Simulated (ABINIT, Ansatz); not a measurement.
# KCaCl3 (Pm-3m): G0W0 with ABINIT, start to end

Aim: the G0W0 gap of KCaCl3 (Pm-3m) on PBEsol, step by step.

Program: ABINIT 10.8.3. Level of theory: PBEsol and many-body steps on it, plane waves. Values are calculated unless marked as measured.

Report form: inputs, costs, results and the conclusion, without the logs.

**1. The starting structure**

The structure is cubic, space group Pm-3m (No. 221). Conventional cell: a = 5.394 Å, b = 5.394 Å, c = 5.394 Å, α = 90.00°, β = 90.00°, γ = 90.00°. K has 12 Cl at 3.81 Å nearest. Nearest to Ca lie 6 Cl at 2.70 Å. Cl has 2 Ca at 2.70 Å and 4 K at 3.81 Å nearest. Farther neighbours, and contacts between anions beyond the nearest, are not listed.

The cell and positions are those that the Materials Project relaxed with its own functionals (PBE, PBE+U or r2SCAN), kept fixed.

**2. Ground state**

This step: ABINIT 10.8.3; DFT, PBEsol, plane waves, norm-conserving pseudopotentials.

The ground-state density comes first.

File run.abi:

```
acell 3*1.0 Angstrom
rprim 
  5.393523000000 0.000000000000 0.000000000000
  0.000000000000 5.393523000000 0.000000000000
  0.000000000000 0.000000000000 5.393523000000
ntypat 3
znucl 19 20 17
natom 5
typat 1 2 3 3 3
xred 
  0.000000000000 0.000000000000 0.000000000000
  0.500000000000 0.500000000000 0.500000000000
  0.000000000000 0.500000000000 0.500000000000
  0.500000000000 0.000000000000 0.500000000000
  0.500000000000 0.500000000000 0.000000000000
pp_dirpath "pseudos"
pseudos "K.upf, Ca.upf, Cl.upf"
ecut 33
ngkpt 4 4 4
nshiftk 1
shiftk 0 0 0
kptopt 1
chksymbreak 0
nband 26
occopt 1
tolvrs 1e-10
nstep 60
prtwf 0
optforces 0
optstress 0
indata_prefix "in"
outdata_prefix "out"
tmpdata_prefix "tmp"
```

The run is started by

```
> OMP_NUM_THREADS=1 mpirun -n 4 abinit run.abi > log
```

Wall time 57 s (4 MPI ranks of Arm Neoverse N1, shared host); peak memory 0.41 GiB.

This step gave:

```yaml
total_energy: -3214.1716 eV
gap: 4.647 eV
k_of_the_valence_top: 0.5, 0.5, 0.5
k_of_the_conduction_bottom: 0, 0, 0
least_direct_gap: 4.936 eV
```

The gap is indirect, with the least direct gap 0.29 eV higher.

**3. Empty states on the mesh, 2×2×2 mesh, 300 bands**

The sums over transitions need many empty states on a uniform mesh; this step solves for them.

Changes to run.abi since step 2:

```diff
@@ -18,3 +18,3 @@
 ecut 33
-ngkpt 4 4 4
+ngkpt 2 2 2
 nshiftk 1
@@ -23,9 +23,10 @@
 chksymbreak 0
-nband 26
-occopt 1
-tolvrs 1e-10
+iscf -2
+irdden 1
+istwfk *1
+nband 300
+nbdbuf 26
+tolwfr 1e-09
 nstep 60
-prtwf 0
-optforces 0
-optstress 0
+prtvol 0
 indata_prefix "in"
```

Run time: 4 min. Hardware: 4 MPI ranks; peak memory 0.55 GiB; 16 min of CPU time.

This step gave:

| Property | Result |
| --- | --- |
| gap | 4.647 eV |
| k of the valence top | 0.5, 0.5, 0.5 |
| k of the conduction bottom | 0, 0, 0 |
| least direct gap | 4.936 eV |
| k points computed | 4 |
| lowest point of the top converged band, above the valence top | 74.1369 eV |

On this mesh the gap is 4.647 eV.

**4. Screening, 2×2×2 mesh, 274 bands, screening to 176.9 eV**

The RPA dielectric matrix is built and inverted for each q.

This step: RPA screening on PBEsol, plane waves, norm-conserving pseudopotentials.

Changes to run.abi since step 3:

```diff
@@ -23,10 +23,11 @@
 chksymbreak 0
-iscf -2
-irdden 1
 istwfk *1
-nband 300
-nbdbuf 26
-tolwfr 1e-09
-nstep 60
-prtvol 0
+occopt 1
+irdwfk 1
+optdriver 3
+nband 274
+ecuteps 6.5
+inclvkb 2
+awtr 1
+symchi 1
 indata_prefix "in"
```

It took 2.8 min on 4 MPI ranks; peak memory 2.1 GiB; 11 min of CPU time.

This step gave:

```yaml
eps_infinity_with_local_fields_on_this_mesh: 2.552
eps_infinity_without_local_fields_on_this_mesh: 2.999
plasma_frequency: 18.75 eV
plane_waves_in_the_screening_matrix: 847
```

Local fields lower ε∞ by 15 %. On a Γ-centred mesh this coarse the value itself is usually too large, while a short band sum pulls it down.

**5. Self-energy, 2×2×2 mesh, 274 bands, screening to 176.9 eV**

The self-energy is evaluated for the states that the input lists, and the quasiparticle equation is solved.

This step: G0W0 on PBEsol, plane waves, norm-conserving pseudopotentials.

Changes to run.abi since step 4:

```diff
@@ -26,8 +26,17 @@
 irdwfk 1
-optdriver 3
+optdriver 4
 nband 274
+gwcalctyp 0
+ecutsigx 33
+symsigma 1
+nkptgw 2
+kptgw 
+  0.5000000000 0.5000000000 0.5000000000
+  0.0000000000 0.0000000000 0.0000000000
+bdgw 
+  18 24
+  18 24
 ecuteps 6.5
-inclvkb 2
-awtr 1
-symchi 1
+irdscr 1
+ppmodel 1
 indata_prefix "in"
```

It took 3.8 min on 4 MPI ranks; peak memory 2.6 GiB.

Read from the output:

| Item | Value |
| --- | --- |
| G0W0 gap on the mesh | 7.218 eV |
| starting gap on the mesh | 4.647 eV |
| k of the valence top | 0.5, 0.5, 0.5 |
| k of the conduction bottom | 0, 0, 0 |
| Z at the valence top | 0.801 |
| Z at the conduction bottom | 0.866 |
| least direct G0W0 gap on the computed points | 7.513 eV |

The gap on the mesh goes from 4.65 eV to 7.22 eV, a correction of +2.57 eV.

Limits: finite bands, cutoff and mesh; coarse k mesh. v1 is the top filled band, c1 the lowest empty one. The levels before and after the correction (eV, zero at the valence-band top of each column):

```csv
,conduction bottom,valence top
Kohn-Sham,4.65,0.00
G0W0,7.22,0.00
```

```csv
,level,energy (eV)
Kohn-Sham,(0.5 0.5 0.5) v3-v1,0.000
Kohn-Sham,(0.5 0.5 0.5) c1,6.261
Kohn-Sham,(0.5 0.5 0.5) c2-c4,7.264
Kohn-Sham,Γ v3-v1,-0.289
Kohn-Sham,Γ c1,4.647
Kohn-Sham,Γ c2-c4,5.544
G0W0,(0.5 0.5 0.5) v3-v1,0.000
G0W0,(0.5 0.5 0.5) c1,8.975
G0W0,(0.5 0.5 0.5) c2-c4,10.399
G0W0,Γ v3-v1,-0.295
G0W0,Γ c1,7.218
G0W0,Γ c2-c4,9.386
```

**6. Where the time went**

Times are wall times on 4 MPI ranks of Arm Neoverse N1, shared host, good to a factor of about two.

```csv
step,time,share,memory (GiB)
ground state,57 s,8 %,0.41
empty states on the mesh,4 min,35 %,0.55
screening,2.8 min,24 %,2.1
self-energy,3.8 min,33 %,2.6
```

**7. Summary of results**

* PBEsol gap: 4.65 eV, indirect
* G0W0 gap on the mesh: 7.22 eV
* GW settings: 2×2×2 mesh, 274 bands, screening to 176.9 eV, Godby-Needs plasmon pole
* known limits: short of the basis limit; coarse k mesh

What this shows: G0W0 moves the gap on the mesh from 4.65 eV to 7.22 eV (+2.57 eV), with Z of 0.80 and 0.87 at the edges. Local fields lower the RPA ε∞ on this mesh from 3.00 to 2.55; a Γ-centred mesh this coarse tends to raise both, most where the direct gap is narrow, while a short band sum lowers them. Bands and cutoff are finite, so the gap stands short of the basis limit, usually by up to a few tenths of an eV; the mesh is an error of its own. The 2×2×2 mesh is coarse for this cell, which bears on the long-range parts of exchange and screening. This is the ideal cubic cell; many perovskites, halides above all, are cubic only on average, and local tilts or off-centring can widen the gap.

[Long decimals in the printed logs are rounded to 6 places.]

[Logs are printed without paths, hosts, clocks, repeated set-up lines and the standing remarks that a program may print on its own settings, such as how far it seeks lower states.]

[Paths, hosts, dates, memory and timing lines, banners, echoed tables and standing remarks are left out of the program output; an Ansatz launch command may be rebuilt from the run's recorded settings. Measured values are a selection of at most five: reports struck by readers or far from the other reports are left out. None is set beside runs whose start may be inverted or whose files or cutoffs have a known fault.]

[Runs of the session that timed out or met a known fault of the program may be left out.]

[Hosts, paths, dates, database ids (printed as entryN), source tags and the programs' standing remarks are cut or masked in the printed files.]

[G0W0 gaps are taken among the corrected bands and points alone; a level outside them can change the order at an edge.]

[Where Ansatz stands beside ABINIT at settings called matched, ABINIT's density can come from a denser mesh and the files from another edition; pairs whose starting gaps differed by over 0.03 eV were left out, so agreement reads better than it is.]
